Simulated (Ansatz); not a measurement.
# CsLi, from a guessed structure to a relaxed one

Starting from a made-up structure for CsLi, the aim is the relaxed cell, its shortest contacts and, where a second run follows, its electronic structure.

Method: DFT, PBE, plane-wave PAW, files of the set soft_1, scalar-relativistic, no spin, cell and ions relaxed at zero pressure; PAW set soft_1, in Ansatz 0.2.0.

## Step 1: Starting point

Symmetry: I4_1/amd, No. 141, tetragonal system. Conventional cell: a = 6.660 Å, b = 6.660 Å, c = 8.714 Å, α = 90.00°, β = 90.00°, γ = 90.00°. Cs has 4 Cs at 3.98 Å and 6 Li at 3.98 to 4.36 Å nearest. Nearest to Li lie 4 Li at 3.98 Å and 6 Cs at 3.98 to 4.36 Å. Farther neighbours are not listed.

## Step 2: Relaxing cell and atoms

The guess takes its coordinates from another compound and its volume from a rule, so the cell and any free coordinates are relaxed together.

Contents of input.yaml:

```yaml
crystal:
  lattice:
    - [-3.33, 3.33, 4.357]
    - [3.33, -3.33, 4.357]
    - [3.33, 3.33, -4.357]
  atoms:
    - { symbol: Cs, position: [0.0, 0.0, 0.0] }
    - { symbol: Cs, position: [0.75, 0.25, 0.5] }
    - { symbol: Li, position: [0.5, 0.5, 0.0] }
    - { symbol: Li, position: [0.25, 0.75, 0.5] }
kpoints:
  mp_grid: { grid: [6, 6, 6] }
scf:
  occupations: { method: fermi_dirac, width: 0.05 }
hamiltonian:
  xc: pbe
  pseudopotentials: { kind: paw, azcp: { folder: soft_1 } }
relax:
  f_tol: 0.015
  max_steps: 70
  cell: {}
output:
  forces: true
  stress: true
```

Started as:

```sh
ansatz run input.yaml --threads 4 --pin off --max-ram 8192MiB --backend cpu --events-out ev --progress --plain --runs-dir out
```

Numbers of over 12 decimals in the logs are rounded to 6 here.

The log of the run:

```text
Engine: ansatz 0.2.0, x86_64-unknown-linux-gnu
Pseudopotentials: kind: paw
Pseudopotential: Cs, paw, valence charge 9, recommended cutoff 420 eV (normal), soft_1/Cs.paw.azcp
Pseudopotential: Li, paw, valence charge 3, recommended cutoff 420 eV (normal), soft_1/Li.paw.azcp
Functional definition: PBE
  parameter kappa = 0.804
  parameter beta = 0.066725
  exchange = pbe_x(kappa = kappa, mu = beta*pi^2/3)
  correlation = pbe_c(beta = beta)
Crystal: 4 atoms, lattice volume = 193.257 Å³
Basis set: ecut = 420 eV, 3767 PW (Γ), exchange–correlation on 90×90×90 points (8 copies of the dense FFT grid, shifted against one another)
Bands: 16, of which v1, the nominal top of the filled ones, is band 12 counted from 1 (11 counted from 0)
Symmetry: 16 space group operations
Space group: I41/amd (ITA 141), of the structure as read, at distance tolerance 5.8e-5 Å
k-points: 30 of 216
Non-local potential: Cs, projectors of the file, l = 0: 3, l = 1: 2, l = 2: 2, l = 3: 2
Non-local potential: Li, projectors of the file, l = 0: 3, l = 1: 2, l = 2: 1
PAW form: soft (Blöchl's): semilocal exchange-correlation on the pseudo side does not see the compensation charge
PAW one-centre angular grid: Cs, 194 points (default); XC on 64 Gauss nodes
PAW one-centre angular grid: Li, 110 points (default); XC on 96 Gauss nodes
Initial density: superposition of atomic densities (chi_scale 0.1, normalization cell, long waves kept (reshape's long-wave potential 0.00 eV rms))
Initial wavefunctions: pseudopotential atomic-orbital guess
Functional: x = pbe(κ = 0.804, μ = 0.219515), c = pbe(β = 0.066725)
SCF iter   1: F=—  HF=-11750.440008 eV  |F-HF|=—  |Δ(HF+E_count)|=         —  Δρ=9.38e-3  dr2=4.38e-1  ethr=3.10e-3  ⟨swp⟩=6.3  Hψ=2729  notcnv=0
preconditioner: auto → Kerker (q_TF=auto, 1.927 Å⁻¹)  [metal: Δε(μ)=0.074 eV  Ē_g=8.694 eV  σ=0.050 eV  W_gap=0.35  n_scr=18 (ndim 8)  ℏωp=10.7 eV  f_vac=0.000  D(μ)=2.50/eV (n_scr^D=14)]
SCF iter   2: F=—  HF=-11750.354150 eV  |F-HF|=—  |Δ(HF+E_count)|=   8.59e-2  Δρ=6.00e-3  dr2=2.46e-1  ethr=1.83e-3  ⟨swp⟩=1.0  Hψ=720  notcnv=0
SCF iter   3: F=—  HF=-11750.267227 eV  |F-HF|=—  |Δ(HF+E_count)|=   8.69e-2  Δρ=1.80e-3  dr2=2.33e-2  ethr=1.03e-3  ⟨swp⟩=3.3  Hψ=993  notcnv=0
SCF iter   4: F=—  HF=-11750.259225 eV  |F-HF|=—  |Δ(HF+E_count)|=   8.00e-3  Δρ=4.69e-4  dr2=8.15e-4  ethr=9.69e-5  ⟨swp⟩=2.0  Hψ=690  notcnv=0
SCF iter   5: F=—  HF=-11750.258961 eV  |F-HF|=—  |Δ(HF+E_count)|=   2.65e-4  Δρ=1.02e-4  dr2=3.60e-5  ethr=3.39e-6  ⟨swp⟩=2.2  Hψ=767  notcnv=0
SCF iter   6: F=—  HF=-11750.258989 eV  |F-HF|=—  |Δ(HF+E_count)|=   2.79e-5  Δρ=2.76e-5  dr2=2.82e-6  ethr=1.50e-7  ⟨swp⟩=2.0  Hψ=829  notcnv=0
SCF iter   7: F=-11750.258989 eV  HF=-11750.258989 eV  |F-HF|=1.60e-8  |Δ(HF+E_count)|=   4.12e-7  Δρ=4.90e-6  dr2=8.17e-8  ethr=4.17e-10  ⟨swp⟩=3.5  Hψ=2012  notcnv=0
SCF 1 converged in 7 iterations: F = -11750.258989 eV  dr2 = 8.17e-8
  greatest PAW one-centre occupation: 1.000 electrons in one spin orbital (limit 2), on the Li atom at site 3 (counted from 0), in its partial waves of l = 0
relax step   1: F+E_penalty+E_count = -11750.25898916 eV  Δ(F+E_penalty+E_count) = +0.000e0 eV  max|allowed force component| = 3.036e-18 eV/Å  Δτ_max = 0.0000 Å  P = +0.725 GPa  Ω = 193.257 Å³  (7 SCF iters, dr2 threshold 1.00e-7 eV, accepted)
Crystal: 4 atoms, lattice volume = 200.431 Å³
Basis set: ecut = 420 eV, 3935 PW (Γ), exchange–correlation on 90×90×90 points (8 copies of the dense FFT grid, shifted against one another)
Initial density: handed on by an earlier stage of this run
Initial wavefunctions: those handed on with the density
iter 1 solved again at ethr=3.07e-6 eV; its pass at ethr=3.10e-3 eV (dr2=7.38e-4 eV) is discarded
SCF iter   1: F=—  HF=-11750.288237 eV  |F-HF|=—  |Δ(HF+E_count)|=         —  Δρ=3.64e-4  dr2=9.32e-4  ethr=3.07e-6  ⟨swp⟩=2.5  Hψ=3474  notcnv=0
preconditioner: auto → Kerker (q_TF=auto, 1.915 Å⁻¹)  [metal: Δε(μ)=0.022 eV  Ē_g=1.950 eV  σ=0.050 eV  W_gap=0.11  n_scr=18 (ndim 8)  ℏωp=5.2 eV  f_vac=0.001  D(μ)=2.48/eV (n_scr^D=14)]
SCF iter   2: F=—  HF=-11750.288061 eV  |F-HF|=—  |Δ(HF+E_count)|=   1.76e-4  Δρ=2.42e-4  dr2=5.21e-4  ethr=3.07e-6  ⟨swp⟩=1.0  Hψ=480  notcnv=0
SCF iter   3: F=—  HF=-11750.287872 eV  |F-HF|=—  |Δ(HF+E_count)|=   1.89e-4  Δρ=8.31e-5  dr2=4.22e-5  ethr=2.17e-6  ⟨swp⟩=2.6  Hψ=715  notcnv=0
SCF iter   4: F=—  HF=-11750.287889 eV  |F-HF|=—  |Δ(HF+E_count)|=   1.69e-5  Δρ=3.05e-5  dr2=3.17e-6  ethr=1.76e-7  ⟨swp⟩=2.1  Hψ=571  notcnv=0
SCF iter   5: F=-11750.287888 eV  HF=-11750.287888 eV  |F-HF|=3.79e-8  |Δ(HF+E_count)|=   1.24e-6  Δρ=5.46e-6  dr2=9.64e-8  ethr=1.67e-9  ⟨swp⟩=3.1  Hψ=2064  notcnv=0
SCF 2 converged in 5 iterations: F = -11750.287888 eV  dr2 = 9.64e-8
relax step   2: F+E_penalty+E_count = -11750.28788777 eV  Δ(F+E_penalty+E_count) = -2.890e-2 eV  max|allowed force component| = 2.832e-18 eV/Å  Δτ_max = 0.0000 Å  P = +0.502 GPa  Ω = 200.431 Å³  energy of the carried Pulay correction = -4.296e-5 eV  (5 SCF iters, dr2 threshold 4.00e-7 eV, accepted)
Crystal: 4 atoms, lattice volume = 218.979 Å³
Basis set: ecut = 420 eV, 4315 PW (Γ), exchange–correlation on 90×90×90 points (8 copies of the dense FFT grid, shifted against one another)
iter 1 solved again at ethr=1.73e-5 eV; its pass at ethr=3.10e-3 eV (dr2=4.15e-3 eV) is discarded
SCF iter   1: F=—  HF=-11750.323709 eV  |F-HF|=—  |Δ(HF+E_count)|=         —  Δρ=7.96e-4  dr2=5.30e-3  ethr=1.73e-5  ⟨swp⟩=2.5  Hψ=3756  notcnv=0
preconditioner: auto → Kerker (q_TF=auto, 1.887 Å⁻¹)  [metal: Δε(μ)=0.108 eV  Ē_g=1.880 eV  σ=0.050 eV  W_gap=0.46  n_scr=26 (ndim 8)  ℏωp=5.0 eV  f_vac=0.001  D(μ)=2.48/eV (n_scr^D=14)]
SCF iter   2: F=—  HF=-11750.322748 eV  |F-HF|=—  |Δ(HF+E_count)|=   9.61e-4  Δρ=5.33e-4  dr2=3.03e-3  ethr=1.73e-5  ⟨swp⟩=1.0  Hψ=480  notcnv=0
SCF iter   3: F=—  HF=-11750.321675 eV  |F-HF|=—  |Δ(HF+E_count)|=   1.07e-3  Δρ=1.87e-4  dr2=2.93e-4  ethr=1.26e-5  ⟨swp⟩=2.9  Hψ=763  notcnv=0
SCF iter   4: F=—  HF=-11750.321593 eV  |F-HF|=—  |Δ(HF+E_count)|=   8.14e-5  Δρ=6.26e-5  dr2=1.30e-5  ethr=1.22e-6  ⟨swp⟩=2.0  Hψ=541  notcnv=0
SCF iter   5: F=—  HF=-11750.321589 eV  |F-HF|=—  |Δ(HF+E_count)|=   4.33e-6  Δρ=1.21e-5  dr2=4.71e-7  ethr=5.40e-8  ⟨swp⟩=2.0  Hψ=761  notcnv=0
SCF iter   6: F=-11750.321589 eV  HF=-11750.321589 eV  |F-HF|=2.89e-8  |Δ(HF+E_count)|=   3.30e-7  Δρ=2.91e-6  dr2=2.62e-8  ethr=1.67e-9  ⟨swp⟩=4.5  Hψ=1693  notcnv=0
SCF 3 converged in 6 iterations: F = -11750.321589 eV  dr2 = 2.62e-8
relax step   3: F+E_penalty+E_count = -11750.32158943 eV  Δ(F+E_penalty+E_count) = -3.370e-2 eV  max|allowed force component| = 1.166e-18 eV/Å  Δτ_max = 0.0000 Å  P = +0.057 GPa  Ω = 218.979 Å³  energy of the carried Pulay correction = -1.471e-4 eV  (6 SCF iters, dr2 threshold 4.00e-7 eV, accepted)
Crystal: 4 atoms, lattice volume = 222.106 Å³
Basis set: ecut = 420 eV, 4371 PW (Γ), exchange–correlation on 90×90×90 points (8 copies of the dense FFT grid, shifted against one another)
iter 1 solved again at ethr=1.27e-6 eV; its pass at ethr=3.10e-3 eV (dr2=3.04e-4 eV) is discarded
SCF iter   1: F=—  HF=-11750.322718 eV  |F-HF|=—  |Δ(HF+E_count)|=         —  Δρ=1.21e-4  dr2=1.21e-4  ethr=1.27e-6  ⟨swp⟩=3.0  Hψ=3391  notcnv=0
preconditioner: auto → Kerker (q_TF=auto, 1.883 Å⁻¹)  [metal: Δε(μ)=0.115 eV  Ē_g=1.883 eV  σ=0.050 eV  W_gap=0.48  n_scr=26 (ndim 8)  ℏωp=5.0 eV  f_vac=0.001  D(μ)=2.46/eV (n_scr^D=14)]
SCF iter   2: F=—  HF=-11750.322698 eV  |F-HF|=—  |Δ(HF+E_count)|=   2.02e-5  Δρ=8.12e-5  dr2=7.15e-5  ethr=5.04e-7  ⟨swp⟩=1.0  Hψ=480  notcnv=0
SCF iter   3: F=—  HF=-11750.322680 eV  |F-HF|=—  |Δ(HF+E_count)|=   1.79e-5  Δρ=2.95e-5  dr2=6.94e-6  ethr=2.98e-7  ⟨swp⟩=2.8  Hψ=738  notcnv=0
SCF iter   4: F=—  HF=-11750.322708 eV  |F-HF|=—  |Δ(HF+E_count)|=   2.83e-5  Δρ=1.16e-5  dr2=7.57e-7  ethr=2.89e-8  ⟨swp⟩=2.0  Hψ=552  notcnv=0
SCF iter   5: F=-11750.322708 eV  HF=-11750.322708 eV  |F-HF|=2.32e-9  |Δ(HF+E_count)|=   3.19e-7  Δρ=2.87e-6  dr2=2.37e-8  ethr=1.83e-10  ⟨swp⟩=3.9  Hψ=2279  notcnv=0
SCF 4 converged in 5 iterations: F = -11750.322708 eV  dr2 = 2.37e-8
relax step   4: F+E_penalty+E_count = -11750.32270797 eV  Δ(F+E_penalty+E_count) = -1.119e-3 eV  max|allowed force component| = 2.060e-18 eV/Å  Δτ_max = 0.0000 Å  P = -0.004 GPa  Ω = 222.106 Å³  energy of the carried Pulay correction = -1.637e-4 eV  (5 SCF iters, dr2 threshold 4.40e-8 eV, accepted)
Crystal: 4 atoms, lattice volume = 221.676 Å³
Basis set: ecut = 420 eV, 4355 PW (Γ), exchange–correlation on 90×90×90 points (8 copies of the dense FFT grid, shifted against one another)
iter 1 solved again at ethr=5.63e-8 eV; its pass at ethr=3.10e-3 eV (dr2=1.35e-5 eV) is discarded
SCF iter   1: F=—  HF=-11750.323833 eV  |F-HF|=—  |Δ(HF+E_count)|=         —  Δρ=6.12e-5  dr2=7.99e-6  ethr=5.63e-8  ⟨swp⟩=3.8  Hψ=4006  notcnv=0
preconditioner: auto → Resta (q_TF=auto, 1.884 Å⁻¹)  ε∞=8.0  [insulator: Δε(μ)=0.136 eV  Ē_g=1.889 eV  σ=0.050 eV  W_gap=0.54  n_scr=26 (ndim 8)  ℏωp=5.0 eV  f_vac=0.001  D(μ)=2.39/eV (n_scr^D=14)  ε∞_Penn≈8.0]
SCF iter   2: F=—  HF=-11750.323841 eV  |F-HF|=—  |Δ(HF+E_count)|=   8.12e-6  Δρ=3.69e-5  dr2=3.63e-6  ethr=3.33e-8  ⟨swp⟩=1.0  Hψ=480  notcnv=0
SCF iter   3: F=—  HF=-11750.323878 eV  |F-HF|=—  |Δ(HF+E_count)|=   3.71e-5  Δρ=6.42e-6  dr2=1.09e-7  ethr=1.51e-8  ⟨swp⟩=2.7  Hψ=779  notcnv=0
SCF iter   4: F=-11750.323878 eV  HF=-11750.323878 eV  |F-HF|=6.28e-10  |Δ(HF+E_count)|=   9.78e-8  Δρ=1.10e-6  dr2=3.28e-9  ethr=3.27e-11  ⟨swp⟩=3.3  Hψ=2169  notcnv=0
SCF 5 converged in 4 iterations: F = -11750.323878 eV  dr2 = 3.28e-9
relax step   5: F+E_penalty+E_count = -11750.32387810 eV  Δ(F+E_penalty+E_count) = -1.170e-3 eV  max|allowed force component| = 1.193e-18 eV/Å  Δτ_max = 0.0000 Å  P = +0.001 GPa  Ω = 221.676 Å³  energy of the carried Pulay correction = -1.613e-4 eV  (4 SCF iters, dr2 threshold 7.85e-9 eV, accepted)
Crystal: 4 atoms, lattice volume = 221.425 Å³
Basis set: ecut = 420 eV, 4283 PW (Γ), exchange–correlation on 90×90×90 points (8 copies of the dense FFT grid, shifted against one another)
iter 1 solved again at ethr=7.40e-8 eV; its pass at ethr=3.10e-3 eV (dr2=1.77e-5 eV) is discarded
SCF iter   1: F=—  HF=-11750.324295 eV  |F-HF|=—  |Δ(HF+E_count)|=         —  Δρ=6.40e-5  dr2=8.16e-6  ethr=7.40e-8  ⟨swp⟩=4.0  Hψ=4050  notcnv=0
preconditioner: auto → Resta (q_TF=auto, 1.884 Å⁻¹)  ε∞=8.0  [insulator: Δε(μ)=0.159 eV  Ē_g=1.891 eV  σ=0.050 eV  W_gap=0.59  n_scr=26 (ndim 8)  ℏωp=5.0 eV  f_vac=0.001  D(μ)=2.36/eV (n_scr^D=14)  ε∞_Penn≈8.0]
SCF iter   2: F=—  HF=-11750.324304 eV  |F-HF|=—  |Δ(HF+E_count)|=   8.75e-6  Δρ=3.87e-5  dr2=3.77e-6  ethr=3.40e-8  ⟨swp⟩=1.0  Hψ=480  notcnv=0
SCF iter   3: F=—  HF=-11750.324307 eV  |F-HF|=—  |Δ(HF+E_count)|=   3.18e-6  Δρ=6.78e-6  dr2=1.10e-7  ethr=1.57e-8  ⟨swp⟩=2.9  Hψ=792  notcnv=0
SCF iter   4: F=—  HF=-11750.324340 eV  |F-HF|=—  |Δ(HF+E_count)|=   3.30e-5  Δρ=1.18e-6  dr2=4.07e-9  ethr=4.58e-10  ⟨swp⟩=2.9  Hψ=839  notcnv=0
SCF iter   5: F=—  HF=-11750.324340 eV  |F-HF|=—  |Δ(HF+E_count)|=  3.18e-10  Δρ=4.49e-7  dr2=6.67e-10  ethr=1.69e-11  ⟨swp⟩=2.1  Hψ=798  notcnv=0
SCF iter   6: F=-11750.324340 eV  HF=-11750.324340 eV  |F-HF|=2.55e-11  |Δ(HF+E_count)|=  5.82e-10  Δρ=9.86e-8  dr2=3.50e-11  ethr=1.00e-12  ⟨swp⟩=3.2  Hψ=2159  notcnv=0
SCF 6 converged in 6 iterations: F = -11750.324340 eV  dr2 = 3.50e-11
relax step   6: F+E_penalty+E_count = -11750.32433978 eV  Δ(F+E_penalty+E_count) = -4.617e-4 eV  max|allowed force component| = 4.879e-19 eV/Å  Δτ_max = 0.0000 Å  P = +0.003 GPa  Ω = 221.425 Å³  energy of the carried Pulay correction = -1.598e-4 eV  (6 SCF iters, accepted)
Basis set: ecut = 420 eV, 4283 PW (Γ), exchange–correlation on 96×96×96 points (8 copies of the dense FFT grid, shifted against one another)
Initial wavefunctions: pseudopotential atomic-orbital guess (no wavefunctions were taken with the density)
iter 1 solved again at ethr=6.84e-8 eV; its pass at ethr=3.10e-3 eV (dr2=1.64e-5 eV) is discarded
SCF iter   1: F=—  HF=-11750.323678 eV  |F-HF|=—  |Δ(HF+E_count)|=         —  Δρ=1.62e-4  dr2=1.56e-6  ethr=6.84e-8  ⟨swp⟩=3.8  Hψ=4278  notcnv=0
preconditioner: auto → Resta (q_TF=auto, 1.884 Å⁻¹)  ε∞=8.0  [insulator: Δε(μ)=0.159 eV  Ē_g=1.891 eV  σ=0.050 eV  W_gap=0.60  n_scr=26 (ndim 8)  ℏωp=5.0 eV  f_vac=0.001  D(μ)=2.36/eV (n_scr^D=14)  ε∞_Penn≈8.0]
SCF iter   2: F=—  HF=-11750.324396 eV  |F-HF|=—  |Δ(HF+E_count)|=   7.17e-4  Δρ=8.12e-5  dr2=3.98e-7  ethr=6.49e-9  ⟨swp⟩=2.0  Hψ=866  notcnv=0
SCF iter   3: F=—  HF=-11750.324631 eV  |F-HF|=—  |Δ(HF+E_count)|=   2.36e-4  Δρ=2.50e-6  dr2=2.92e-9  ethr=1.66e-9  ⟨swp⟩=2.0  Hψ=868  notcnv=0
SCF iter   4: F=—  HF=-11750.324632 eV  |F-HF|=—  |Δ(HF+E_count)|=   1.78e-7  Δρ=3.76e-7  dr2=3.31e-10  ethr=1.21e-11  ⟨swp⟩=2.0  Hψ=867  notcnv=0
SCF iter   5: F=—  HF=-11750.324632 eV  |F-HF|=—  |Δ(HF+E_count)|=  9.08e-10  Δρ=9.22e-8  dr2=4.36e-11  ethr=1.00e-12  ⟨swp⟩=5.0  Hψ=1762  notcnv=0
SCF iter   6: F=-11750.324632 eV  HF=-11750.324632 eV  |F-HF|=3.64e-12  |Δ(HF+E_count)|=  3.82e-11  Δρ=2.90e-8  dr2=2.35e-12  ethr=1.00e-12  ⟨swp⟩=4.0  Hψ=1562  notcnv=0
SCF 7 converged in 6 iterations: F = -11750.324632 eV  dr2 = 2.35e-12
relax step   7: F+E_penalty+E_count = -11750.32463158 eV  Δ(F+E_penalty+E_count) = -2.918e-4 eV  max|allowed force component| = 2.602e-18 eV/Å  Δτ_max = 0.0000 Å  P = +0.005 GPa  Ω = 221.425 Å³  stress off target by 1.15e-2 GPa  SCF on the basis re-selected at this cell (its energy is not comparable with the rows above)  (6 SCF iters)
basis re-selected at this cell: Δ(F+E_penalty+E_count) = -2.918e-4 eV, ΔP = +0.002 GPa vs the last step (what re-selecting the basis moved, of the pressure what is left beyond the Pulay correction that the steps carried, after the strain that the cell walked since its last selection, with what the two solves' SCF thresholds leave and, on support functions, any second-order correction that the steps lacked; it is no measure of the basis error at this ecutwfc). The dense FFT grid was sized anew with the basis: this SCF ran on 48×48×48 points, the steps before it on 45×45×45, so part of this shift can come from that change (see relax.cell in the input reference). [rest of the remark cut]
SCF converged after 6 iterations
Free energy (F): -11750.324632 eV
Harris-Foulkes:  -11750.324632 eV  (|F-HF|=3.64e-12)
Internal energy: -11750.303952 eV  (E = F + TS)
E sigma→0 (E₀):  -11750.314292 eV
Entropy (-TS):   -0.020680 eV (-5.170 meV/atom)
Fermi energy:    2.820049 eV
--- Per-component energies (eV) ---
  E_band       = -346.102208
  E_kinetic    = 316.027419
  E_local      = -974.586311  (includes V_loc(G=0)·N_el)
  E_nonlocal   = 5.583076
  E_hartree    = 324.212598
  E_xc         = -372.927927
  E_vxc        = -293.035556  (∫ρ·V_xc dr)
  E_paw        = -10168.510187  (= ΣΔE_a)
  E_vpaw       = -48.516546  (= ΣTr[D̂ρ^β])
  E_aug_tail   = 0.000509  (compensation charges beyond the density's cutoff)
  E_ewald      = -880.103129
  E_smearing   = -0.020680  (= −TS)
  E_closure    = 0.000000  (closes the sum)
  Σ components = -11750.324632   (vs F -11750.324632, Δ=0.00e0)
--- Forces (eV/Å), atoms counted from 1 ---
  atom   1  Cs     0.00000000    -0.00000000     0.00000000
  atom   2  Cs    -0.00000000    -0.00000000     0.00000000
  atom   3  Li     0.00000000     0.00000000     0.00000000
  atom   4  Li     0.00000000     0.00000000     0.00000000
  max |Σ_I F_I| component: 1.73e-18 eV/Å
--- Stress (GPa, compression-positive) ---
        0.002445       0.000000       0.000000
        0.000000       0.002445       0.000000
        0.000000       0.000000       0.011481
  P = ⅓ Tr σ = 0.0055 GPa (0.055 kbar)
--- Relaxed structure (6 steps of the walk, 6 accepted, 1 SCFs on fresh bases) ---
  F+E_penalty+E_count = -11750.32463158 eV   max|allowed force component| = 2.602e-18 eV/Å   (the final SCF, on the basis selected at the relaxed cell)
  cell:  # Å, volume = 221.4245 Å³
    - [-3.400758, 3.400758, 4.786458]
    - [3.400758, -3.400758, 4.786458]
    - [3.400758, 3.400758, -4.786458]
  atoms:
    - { symbol: Cs, position: [0, 0, 0] }
    - { symbol: Cs, position: [0.75, 0.25, 0.5] }
    - { symbol: Li, position: [0.5, 0.5, 0] }
    - { symbol: Li, position: [0.25, 0.75, 0.5] }
```

Elapsed: 15 s, on 4 threads of Intel Xeon Platinum 8259CL at 2.50GHz (Skylake/Cascade Lake), shared host; peak memory 0.63 GiB.

The steps of the relaxation:

| step | energy less that of the first step (eV) | largest force component (eV/Å) | pressure (GPa) | volume (Å³) |
| --- | --- | --- | --- | --- |
| 1 | 0.0000 | 0.0000 | 0.72 | 193.26 |
| 2 | -0.0289 | 0.0000 | 0.50 | 200.43 |
| 3 | -0.0626 | 0.0000 | 0.06 | 218.98 |
| 4 | -0.0637 | 0.0000 | 0.00 | 222.11 |
| 5 | -0.0649 | 0.0000 | 0.00 | 221.68 |
| 6 | -0.0654 | 0.0000 | 0.00 | 221.42 |
| 7* | -0.0656 | 0.0000 | 0.01 | 221.42 |

Relaxation steps marked * repeat the geometry before them on a plane-wave basis chosen anew for their cell, so energy and pressure can jump there.

The run keeps the 16 symmetry operations that it works with, so distortions that break them were not tested.

| conventional cell, symmetrised | before | after | change |
| --- | --- | --- | --- |
| a (Å) | 6.660 | 6.802 | +2.1 % |
| b (Å) | 6.660 | 6.802 | +2.1 % |
| c (Å) | 8.714 | 9.573 | +9.9 % |
| volume (Å³/atom) | 48.31 | 55.36 | +14.6 % |

The relaxed structure:

```xyz
4
Lattice="-3.4008 3.4008 4.7865 3.4008 -3.4008 4.7865 3.4008 3.4008 -4.7865" Properties=species:S:1:pos:R:3 pbc="T T T"
Cs    0.0000    0.0000    0.0000
Cs    0.0000    3.4008    2.3932
Li    0.0000    0.0000    4.7865
Li    3.4008    0.0000    2.3932
```

This step gave:

```
free energy             : -11750.3246 eV
energy at zero smearing : -11750.3143 eV
smearing term TS        : 0.02068 eV
Fermi energy            : 2.820 eV
electrons               : 24
symmetry operations     : 16
pressure                : 0.005457 GPa
```

The shortest distance of each pair, which need not be the same contact before and after:

| pair | guess (Å) | relaxed (Å) |
| --- | --- | --- |
| Cs–Cs | 3.979 | 4.158 |
| Cs–Li | 3.979 | 4.158 |
| Li–Li | 3.979 | 4.158 |

The relaxation ends with a pressure of 0.01 GPa.

## Step 3: Results

* space group, relaxed: I4_1/amd
* conventional cell: a = 6.802, b = 6.802, c = 9.573 Å; α = 90.0°, β = 90.0°, γ = 90.0°
* volume per atom: 55.36 Å³ (guess 48.31)

In words: CsLi relaxes to I4_1/amd with a = 6.802, b = 6.802 and c = 9.573 Å. The guessed volume was 13 % too small. The space group I4_1/amd was held in the relaxation, so the end point is a stationary structure within it and may be a saddle against distortions or other arrangements. Mesh and cutoff weren't tested. Spin-orbit coupling is left out, which can matter for elements this heavy. No dispersion term is used, so weakly bound directions may come out too long. Nothing here tests whether the compound is stable against decomposition.

[Logs are printed without paths, hosts, clocks, repeated set-up lines and the standing remarks that a program may print on its own settings, such as how far it seeks lower states.]

[Hosts, paths, dates, database ids (printed as entryN), source tags and the programs' standing remarks are cut or masked in the printed files.]
